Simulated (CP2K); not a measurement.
Consider mercaptoketene at its PBE geometry (Å).

```xyz
6

O    -2.2467   -0.4272    0.1120
C    -1.1667    0.0266    0.0345
C     0.0647    0.5118   -0.0310
S     1.3206   -0.4754    0.7244
H     0.2553    1.4929   -0.4616
H     1.7729   -1.1287   -0.3783
```

Method: CP2K XAS_TDP, all-electron GAPW, PBEh(45%), aug-cc-pVTZ, TDA, GW2X-corrected core level, ZORA, spin–orbit coupling.

**Question.** Where do the S L₂,₃-edge lines lie, and how strong are they?

Leading lines: S4 164.56 eV. The leading line of an atom is its first one with 35 % of the strongest within 2.5 eV of its lowest line over the strength cut. Core ionisation energies at this level: S4 169.64/169.70/170.67 eV; the 2p½ level lies 0.99 eV above the 2p3/2 pair.

The first six lines of each atom with a strength over 0.0003:

```
                  atom  energy (eV)  states  strength, one atom  above the computed threshold
S4 (bonded to C and H)       163.95       1              0.0004                              
                             164.40       1              0.0005                              
                             164.53       1              0.0007                              
                             164.56       1              0.0018                              
                             164.75       1              0.0012                              
                             165.12       1              0.0004
```

Lines are vertical, at one geometry, with no vibrational structure. GW2X ionisation energies and lines can be off by 1 to 2 eV either way, and a good line position may hide errors that cancel. Rydberg lines, and the discretised continuum above threshold, depend on the basis and the box.

[Banner, clock and machine lines of the logs are left out without a mark of their own.]

[Logs are printed without paths, hosts, clocks, repeated set-up lines and the standing remarks that a program may print on its own settings, such as how far it seeks lower states.]

[Hosts, paths, dates, database ids (printed as entryN), source tags and the programs' standing remarks are cut or masked in the printed files.]
